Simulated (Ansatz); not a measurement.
# Phonons of YBRh3 (Pm-3m) against volume, part 2 of 2

Wanted: mode Grüneisen parameters of YBRh3 (Pm-3m).

Ansatz 0.2.0; DFT PBEsol, scalar-relativistic, plane waves, PAW; PAW set soft_1.

So far, highest frequency on path, mesh or solved points (cm⁻¹): step 2 (phonons on a q mesh) 659.

## (4) Phonons at the other volume, volume ratio 0.97

The phonons are repeated at this volume on the same meshes, so that differences come from the volume alone.

input.yaml

```yaml
crystal:
  lattice:
    - [4.1075222986, 0.0, 0.0]
    - [0.0, 4.1075222986, 0.0]
    - [0.0, 0.0, 4.1075222986]
  atoms:
    - { symbol: "Y", position: [0.0, 0.0, 0.0] }
    - { symbol: B, position: [0.5, 0.5, 0.5] }
    - { symbol: Rh, position: [0.0, 0.5, 0.5] }
    - { symbol: Rh, position: [0.5, 0.0, 0.5] }
    - { symbol: Rh, position: [0.5, 0.5, 0.0] }
kpoints:
  mp_grid: { grid: [8, 8, 8] }
hamiltonian:
  xc: pbesol
  pseudopotentials: { kind: paw, azcp: { folder: soft_1 }, xc_functional: pbe }
scf:
  occupations: { method: methfessel_paxton, width: 0.2 }
output:
  eigenvalues: true
phonons:
  method: dfpt
  qmesh: [4, 4, 4]
  temperatures: { t_max: 1000, t_step: 50 }
  qpath:
    path:
      - [[0.0, 0.0, 0.0], [0.0, 0.5, 0.0], [0.5, 0.5, 0.0], [0.0, 0.0, 0.0], [0.5, 0.5, 0.5], [0.0, 0.5, 0.0]]
      - [[0.5, 0.5, 0.5], [0.5, 0.5, 0.0]]
    npoints: 10
```

Run with:

```console
$ ansatz run input.yaml --threads 4 --pin off --max-ram 10240MiB --backend cpu --events-out ev --progress --plain --runs-dir out
```

Output:

```text
[...]
Crystal: 5 atoms, lattice volume = 69.301 Å³
Basis set: ecut = 420 eV, 1357 PW (Γ), exchange–correlation on 60×60×60 points (8 copies of the dense FFT grid, shifted against one another)
Bands: 39, of which v1, the nominal top of the filled ones, is band 33 counted from 1 (32 counted from 0)
Symmetry: 48 space group operations
k-points: 35 of 512
[...]
SCF iter   1: F=—  HF=-22975.515673 eV  |F-HF|=—  |Δ(HF+E_count)|=         —  Δρ=2.05e-1  dr2=4.24e1  ethr=3.10e-3  ⟨swp⟩=4.9  Hψ=4350  notcnv=0
[...]
SCF iter  11: F=-22967.992232 eV  HF=-22967.992232 eV  |F-HF|=3.64e-12  |Δ(HF+E_count)|=  4.00e-11  S|Δr|=    0.00e0  Δρ=9.16e-8  dr2=6.69e-12  ethr=1.00e-12  ⟨swp⟩=10.5  Hψ=6585  notcnv=0
the search or the solves at the SCF's close seem to have found levels that the self-consistency loop had missed (the run counts 1). By its estimate they hold under 1e-12 electrons; where the run keeps them, the occupations were computed again with them
SCF 1 converged in 11 iterations: F = -22967.992232 eV  dr2 = 6.69e-12
[...]
NSCF: frozen V_eff on 35 k-points
[...]
SCF converged after 11 iterations
[...]
Free energy (F): -22967.992232 eV
[...]
Internal energy: -22967.983766 eV  (E = F + TS)
E sigma→0 (E₀):  -22967.990115 eV
Entropy (-TS):   -0.008466 eV (-1.693 meV/atom)
Fermi energy:    18.498744 eV
[...]
--- Band table (eV; the first three rows and the last of 35) ---
  k-point 0: bands = [... 29 lower, 17.7690, 17.7690, 18.8101, 18.8208, 18.8208, 18.8208, 22.4580, 22.4580, ... 2 higher]
  k-point 1: bands = [... 29 lower, 17.3108, 18.1141, 18.6879, 18.8211, 19.3219, 19.3219, 22.3813, 22.6671, ... 2 higher]
  k-point 2: bands = [... 29 lower, 17.1795, 17.8955, 18.3408, 18.8220, 20.0096, 20.0096, 22.1837, 23.0072, ... 2 higher]
  k-point 34: bands = [... 29 lower, 18.6389, 18.6389, 18.6389, 20.1131, 20.1131, 20.1131, 20.8688, 20.8688, ... 2 higher]
[...]
ASR residual: 5.268e-5 → 0.000e0 eV/Å²; symmetrization residual: 7.954e-6 eV/Å²
  ASR residual per site (eV/Å²): 8.42e-8 1.25e-5 5.27e-5 5.27e-5 5.27e-5
[...]
--- Phonons (arbitrary-q DFPT): 10 irreducible q on the 4×4×4 mesh ---
[...]
interpolated dispersion: 62 rows × 15 modes
[...]
```

It took 24 min on 4 threads of Arm Neoverse V1, shared host; peak memory 3.1 GiB; 1.6 h of CPU time.

Read from the output:

| Quantity | Value |
| --- | --- |
| sum-rule residual before enforcement | 5.27e-5 eV/Å² |
| highest frequency on path, mesh or solved points | 688.4 cm⁻¹ |
| mean frequency | 254.2 cm⁻¹ |
| Debye temperature (second moment) | 594 K |
| logarithmic mean frequency | 203.1 cm⁻¹ |
| highest optical mode at the zone centre (no LO-TO term) | 574.4 cm⁻¹ |
| lowest optical zone-centre mode | 119.7 cm⁻¹ |
| lowest mode on the q mesh (acoustic modes at Γ apart) | 56.72 cm⁻¹ |
| zero-point energy per atom | 47.27 meV |
| heat capacity at 300 K | 21.39 J/(mol atoms K) |
| vibrational entropy at 300 K | 27.67 J/(mol atoms K) |
| edges of the widest gap between branches, on path and mesh | 294.2, 574.4 cm⁻¹ |

Frequencies (cm⁻¹) solved at each irreducible wavevector; negative means imaginary. Frequencies by wavevector, by row:

| q in reciprocal lattice units | star | mode 1 | mode 2 | mode 3 | mode 4 | mode 13 | mode 14 | mode 15 |
| --- | --- | --- | --- | --- | --- | --- | --- | --- |
| 0 0 0 | 1 | 0 | 0 | 0 | 119.7 | 574.4 | 574.4 | 574.4 |
| 0 0 0.25 | 6 | 56.7 | 56.7 | 104.9 | 123.6 | 575.5 | 575.5 | 631.7 |
| 0 0 -0.5 | 3 | 101 | 101 | 108.1 | 108.1 | 576.6 | 576.6 | 685.8 |
| 0 0.25 0.25 | 12 | 78 | 78.9 | 127.8 | 136.1 | 575.7 | 627.9 | 636.4 |
| 0 0.25 -0.5 | 12 | 105.6 | 105.8 | 123.7 | 125 | 576.2 | 633.8 | 686.4 |
| 0 -0.5 -0.5 | 3 | 113.4 | 113.4 | 118.1 | 122.4 | 576.3 | 686.1 | 686.1 |
| 0.25 0.25 0.25 | 8 | 91.5 | 91.5 | 146.2 | 147.6 | 629.1 | 629.1 | 640.5 |
| 0.25 0.25 -0.5 | 12 | 109.8 | 117.8 | 120.7 | 137.5 | 630.5 | 638.4 | 686.5 |
| 0.25 -0.5 -0.5 | 6 | 111.9 | 111.9 | 125.5 | 129.1 | 634.4 | 687.6 | 687.6 |
| -0.5 -0.5 -0.5 | 1 | 108 | 108 | 108 | 126.2 | 688.4 | 688.4 | 688.4 |

The highest optical mode at the zone centre (no LO-TO term) is 574.4 cm⁻¹, +35.2 cm⁻¹ against the base run.

## (5) Relaxing at another volume, volume ratio 1.03

The volume is scaled by 1.03 and held; symmetry leaves nothing to relax, so this is a single point. The modes can then be followed against volume.

input.yaml, the sections that differ from step 4:

```yaml
crystal:
  lattice:
    - [4.1905249098, 0.0, 0.0]
    - [0.0, 4.1905249098, 0.0]
    - [0.0, 0.0, 4.1905249098]
  atoms:
    - { symbol: "Y", position: [0.0, 0.0, 0.0] }
    - { symbol: B, position: [0.5, 0.5, 0.5] }
    - { symbol: Rh, position: [0.0, 0.5, 0.5] }
    - { symbol: Rh, position: [0.5, 0.0, 0.5] }
    - { symbol: Rh, position: [0.5, 0.5, 0.0] }
output:
  forces: true
  stress: true
  eigenvalues: true
# kpoints, hamiltonian, scf: as in step 4
# phonons: removed
```

Output:

```text
[...]
Crystal: 5 atoms, lattice volume = 73.588 Å³
Basis set: ecut = 420 eV, 1419 PW (Γ), exchange–correlation on 60×60×60 points (8 copies of the dense FFT grid, shifted against one another)
Bands: 39, of which v1, the nominal top of the filled ones, is band 33 counted from 1 (32 counted from 0)
Symmetry: 48 space group operations
[...]
k-points: 35 of 512
[...]
k-point 0: bands = [... 29 lower, 16.5037, 16.5037, 17.4423, 17.4423, 17.4423, 17.4434, 20.8983, 20.8983, ... 2 higher]
  k-point 1: bands = [... 29 lower, 16.0725, 16.8066, 17.3344, 17.4426, 17.9250, 17.9250, 20.8341, 21.1108, ... 2 higher]
  k-point 2: bands = [... 29 lower, 15.9450, 16.5885, 17.0241, 17.4433, 18.5820, 18.5820, 20.6660, 21.4578, ... 2 higher]
  k-point 34: bands = [... 29 lower, 17.2839, 17.2839, 17.2839, 18.6694, 18.6694, 18.6694, 19.3613, 19.3613, ... 2 higher]
[key lines of the parts left out:]
SCF converged after 9 iterations
Free energy (F): -22967.996715 eV
Fermi energy:    17.155616 eV
P = ⅓ Tr σ = -5.5807 GPa (-55.807 kbar)
```

Wall time 2 s (4 threads); peak memory 0.43 GiB.

Read from the output:

| Property | Result |
| --- | --- |
| pressure | -5.581 GPa |
| volume per atom | 14.72 Å³ |

The run ends at a pressure of -5.58 GPa.

## (6) Phonons at the other volume, volume ratio 1.03

The phonons are repeated at this volume on the same meshes, so that differences come from the volume alone.

Changes to input.yaml since step 5:

```diff
@@ -19,4 +19,11 @@
 output:
-  forces: true
-  stress: true
   eigenvalues: true
+phonons:
+  method: dfpt
+  qmesh: [4, 4, 4]
+  temperatures: { t_max: 1000, t_step: 50 }
+  qpath:
+    path:
+      - [[0.0, 0.0, 0.0], [0.0, 0.5, 0.0], [0.5, 0.5, 0.0], [0.0, 0.0, 0.0], [0.5, 0.5, 0.5], [0.0, 0.5, 0.0]]
+      - [[0.5, 0.5, 0.5], [0.5, 0.5, 0.0]]
+    npoints: 10
```

Output:

```text
[...]
Crystal: 5 atoms, lattice volume = 73.588 Å³
Basis set: ecut = 420 eV, 1419 PW (Γ), exchange–correlation on 60×60×60 points (8 copies of the dense FFT grid, shifted against one another)
Bands: 39, of which v1, the nominal top of the filled ones, is band 33 counted from 1 (32 counted from 0)
Symmetry: 48 space group operations
k-points: 35 of 512
[...]
k-point 34: bands = [... 29 lower, 17.2839, 17.2839, 17.2839, 18.6694, 18.6694, 18.6694, 19.3613, 19.3613, ... 2 higher]
[...]
ASR residual: 1.787e-5 → 0.000e0 eV/Å²; symmetrization residual: 8.188e-6 eV/Å²
  ASR residual per site (eV/Å²): 8.60e-6 3.85e-6 1.79e-5 1.79e-5 1.79e-5
[...]
--- Phonons (arbitrary-q DFPT): 10 irreducible q on the 4×4×4 mesh ---
[...]
interpolated dispersion: 62 rows × 15 modes
[...]
[key lines of the parts left out:]
SCF converged after 12 iterations
Free energy (F): -22967.996715 eV
Fermi energy:    17.155601 eV
```

It took 23 min on 4 threads; peak memory 3.3 GiB; 1.5 h of CPU time.

This step gave:

```
sum-rule residual before enforcement                       : 1.79e-5 eV/Å²
highest frequency on path, mesh or solved points           : 630 cm⁻¹
mean frequency                                             : 228.1 cm⁻¹
Debye temperature (second moment)                          : 534 K
logarithmic mean frequency                                 : 182.5 cm⁻¹
highest optical mode at the zone centre (no LO-TO term)    : 505.1 cm⁻¹
lowest optical zone-centre mode                            : 109.7 cm⁻¹
lowest mode on the q mesh (acoustic modes at Γ apart)      : 51.73 cm⁻¹
zero-point energy per atom                                 : 42.42 meV
heat capacity at 300 K                                     : 21.92 J/(mol atoms K)
vibrational entropy at 300 K                               : 29.98 J/(mol atoms K)
edges of the widest gap between branches, on path and mesh : 259.9, 505 cm⁻¹
```

Frequencies (cm⁻¹) solved at each irreducible wavevector; negative means imaginary. Frequencies by wavevector, by row:

| q in reciprocal lattice units | star | mode 1 | mode 2 | mode 3 | mode 4 | mode 13 | mode 14 | mode 15 |
| --- | --- | --- | --- | --- | --- | --- | --- | --- |
| 0 0 0 | 1 | 0 | 0 | 0 | 109.7 | 505.1 | 505.1 | 505.1 |
| 0 0 0.25 | 6 | 51.7 | 51.7 | 94.8 | 113.3 | 506.3 | 506.3 | 568.6 |
| 0 0 -0.5 | 3 | 92.8 | 92.8 | 98 | 98 | 507.6 | 507.6 | 627.2 |
| 0 0.25 0.25 | 12 | 71.2 | 73.8 | 116.9 | 121 | 506.6 | 565.4 | 573.5 |
| 0 0.25 -0.5 | 12 | 97.1 | 98.5 | 111.7 | 114.1 | 507.3 | 571.1 | 628.3 |
| 0 -0.5 -0.5 | 3 | 105.3 | 105.3 | 108.4 | 116.3 | 507.3 | 628.2 | 628.2 |
| 0.25 0.25 0.25 | 8 | 84.5 | 84.5 | 133.9 | 133.9 | 566.7 | 566.7 | 577.3 |
| 0.25 0.25 -0.5 | 12 | 99.6 | 108.9 | 110.3 | 126.2 | 568.1 | 575.5 | 628.5 |
| 0.25 -0.5 -0.5 | 6 | 102.4 | 102.4 | 116.3 | 118.9 | 571.9 | 629.8 | 629.8 |
| -0.5 -0.5 -0.5 | 1 | 97.9 | 97.9 | 97.9 | 119.2 | 630 | 630 | 630 |

The highest optical mode at the zone centre (no LO-TO term) is 505.1 cm⁻¹, -34.1 cm⁻¹ against the base run.

## (7) Grüneisen parameters

The Grüneisen parameter of a mode is minus the logarithmic change of its frequency with volume, −d ln ω / d ln V; weighted by heat capacity it gives the expansion.

This step gave:

| Quantity | Value |
| --- | --- |
| bulk modulus | 202.8 GPa |

Phonon branches along the path, in cm⁻¹:

| point | branch 1 | branch 2 | branch 3 | branch 4 | branch 12 | branch 13 | branch 14 | branch 15 |
| --- | --- | --- | --- | --- | --- | --- | --- | --- |
| Γ | 0 | 0 | 0 | 115 | 182 | 539 | 539 | 539 |
| halfway | 54 | 54 | 100 | 118 | 195 | 540 | 540 | 600 |
| X | 97 | 97 | 103 | 103 | 224 | 542 | 542 | 656 |
| halfway | 101 | 102 | 118 | 120 | 236 | 541 | 602 | 657 |
| M | 109 | 109 | 113 | 119 | 258 | 541 | 657 | 657 |
| halfway | 74 | 76 | 122 | 128 | 206 | 541 | 596 | 604 |
| Γ | 0 | 0 | 0 | 115 | 182 | 539 | 539 | 539 |
| halfway | 88 | 88 | 140 | 141 | 216 | 597 | 597 | 608 |
| R | 103 | 103 | 103 | 123 | 277 | 658 | 658 | 658 |
| halfway | 105 | 114 | 115 | 132 | 244 | 599 | 606 | 657 |
| X | 97 | 97 | 103 | 103 | 224 | 542 | 542 | 656 |
| jump to R | 103 | 103 | 103 | 123 | 277 | 658 | 658 | 658 |
| halfway | 107 | 107 | 122 | 122 | 262 | 602 | 658 | 658 |
| M | 109 | 109 | 113 | 119 | 258 | 541 | 657 | 657 |

The same for volume x 0.97:

| point | branch 1 | branch 2 | branch 3 | branch 4 | branch 12 | branch 13 | branch 14 | branch 15 |
| --- | --- | --- | --- | --- | --- | --- | --- | --- |
| Γ | 0 | 0 | 0 | 120 | 194 | 574 | 574 | 574 |
| X | 101 | 101 | 108 | 108 | 240 | 577 | 577 | 686 |
| M | 113 | 113 | 118 | 122 | 274 | 576 | 686 | 686 |
| Γ | 0 | 0 | 0 | 120 | 194 | 574 | 574 | 574 |
| R | 108 | 108 | 108 | 126 | 294 | 688 | 688 | 688 |
| X | 101 | 101 | 108 | 108 | 240 | 577 | 577 | 686 |
| R | 108 | 108 | 108 | 126 | 294 | 688 | 688 | 688 |
| M | 113 | 113 | 118 | 122 | 274 | 576 | 686 | 686 |

The same for volume x 1.03:

| point | branch 1 | branch 2 | branch 3 | branch 4 | branch 12 | branch 13 | branch 14 | branch 15 |
| --- | --- | --- | --- | --- | --- | --- | --- | --- |
| Γ | 0 | 0 | 0 | 110 | 171 | 505 | 505 | 505 |
| X | 93 | 93 | 98 | 98 | 209 | 508 | 508 | 627 |
| M | 105 | 105 | 108 | 116 | 242 | 507 | 628 | 628 |
| Γ | 0 | 0 | 0 | 110 | 171 | 505 | 505 | 505 |
| R | 98 | 98 | 98 | 119 | 260 | 630 | 630 | 630 |
| X | 93 | 93 | 98 | 98 | 209 | 508 | 508 | 627 |
| R | 98 | 98 | 98 | 119 | 260 | 630 | 630 | 630 |
| M | 105 | 105 | 108 | 116 | 242 | 507 | 628 | 628 |

Mode Grueneisen parameter -dln(w)/dln(V), modes matched by rank; at Γ the acoustic branches take the value of a neighbouring point of the path. The mode Grüneisen parameters at the labelled points ():

| point | branch 1 | branch 2 | branch 3 | branch 4 | branch 12 | branch 13 | branch 14 | branch 15 |
| --- | --- | --- | --- | --- | --- | --- | --- | --- |
| Γ | 1.48 | 1.48 | 1.80 | 1.45 | 2.13 | 2.15 | 2.15 | 2.15 |
| halfway | 1.54 | 1.54 | 1.69 | 1.45 | 2.03 | 2.13 | 2.13 | 1.75 |
| X | 1.41 | 1.41 | 1.63 | 1.63 | 2.36 | 2.12 | 2.12 | 1.49 |
| halfway | 1.40 | 1.18 | 1.70 | 1.52 | 2.17 | 2.12 | 1.73 | 1.47 |
| M | 1.23 | 1.23 | 1.43 | 0.85 | 2.11 | 2.12 | 1.47 | 1.47 |
| halfway | 1.52 | 1.11 | 1.50 | 1.96 | 1.94 | 2.13 | 1.75 | 1.73 |
| Γ | 1.46 | 1.50 | 1.90 | 1.45 | 2.13 | 2.15 | 2.15 | 2.15 |
| halfway | 1.33 | 1.33 | 1.46 | 1.62 | 1.91 | 1.74 | 1.74 | 1.73 |
| R | 1.64 | 1.64 | 1.64 | 0.95 | 2.07 | 1.47 | 1.47 | 1.47 |
| halfway | 1.62 | 1.31 | 1.49 | 1.43 | 2.09 | 1.74 | 1.72 | 1.47 |
| X | 1.41 | 1.41 | 1.63 | 1.63 | 2.36 | 2.12 | 2.12 | 1.49 |
| jump to R | 1.64 | 1.64 | 1.64 | 0.95 | 2.07 | 1.47 | 1.47 | 1.47 |
| halfway | 1.48 | 1.48 | 1.27 | 1.37 | 2.08 | 1.73 | 1.46 | 1.46 |
| M | 1.23 | 1.23 | 1.43 | 0.85 | 2.11 | 2.12 | 1.47 | 1.47 |

(dS/dlnV)/C_V. Thermodynamic Grueneisen parameter against temperature:

| temperature (K) | thermodynamic Grueneisen parameter |
| --- | --- |
| 50 | 1.64 |
| 100 | 1.74 |
| 150 | 1.76 |
| 200 | 1.77 |
| 250 | 1.78 |
| 300 | 1.78 |
| 350 | 1.78 |
| 400 | 1.78 |
| 450 | 1.78 |
| 500 | 1.78 |
| 550 | 1.78 |
| 600 | 1.78 |
| 650 | 1.78 |
| 700 | 1.78 |
| 750 | 1.78 |
| 800 | 1.78 |
| 850 | 1.78 |
| 900 | 1.78 |
| 950 | 1.78 |
| 1000 | 1.78 |

Gamma C_V/(B V) at the static volume. The volume expansion by temperature:

| temperature (K) | volume expansion (1e-6/K) |
| --- | --- |
| 50 | 5.38 |
| 100 | 13.6 |
| 150 | 17.4 |
| 200 | 19.6 |
| 250 | 21.1 |
| 300 | 22.1 |
| 350 | 22.8 |
| 400 | 23.4 |
| 450 | 23.8 |
| 500 | 24.0 |
| 550 | 24.3 |
| 600 | 24.4 |
| 650 | 24.6 |
| 700 | 24.7 |
| 750 | 24.8 |
| 800 | 24.9 |
| 850 | 24.9 |
| 900 | 25 |
| 950 | 25.1 |
| 1000 | 25.1 |

## (8) What came out

- bulk modulus: 203 GPa
- thermodynamic Grüneisen parameter at 300 K: 1.781
- volume expansion at 300 K, estimated: 22.11 × 10⁻⁶ K⁻¹

**Reading.** By this estimate the volume grows by 22.1 × 10⁻⁶ per kelvin at 300 K. The highest optical mode at Γ goes from 574 to 505 cm⁻¹ as the cell grows, a Grüneisen parameter of 2.14. Mode parameters on the path run from 0.85 to 2.6, with a median of 1.7. Branches are matched by rank, so values near crossings are rough. The expansion is the Grüneisen estimate at the static volume, with the static bulk modulus. With no gap, or one that is small against the smearing, the frequencies hang on the k mesh and the smearing, most of all near Kohn anomalies. The phonon runs are without spin polarisation, although the cell has an odd electron count. The PAW files were made for PBE and serve the other functionals too.

[Long decimals in the printed logs are rounded to 6 places.]

[Logs are printed without paths, hosts, clocks, repeated set-up lines and the standing remarks that a program may print on its own settings, such as how far it seeks lower states.]

[Hosts, paths, dates, database ids (printed as entryN), source tags and the programs' standing remarks are cut or masked in the printed files.]

[Where the starting crystal was built by hand or by swapping elements, it need not be the compound's stable phase.]
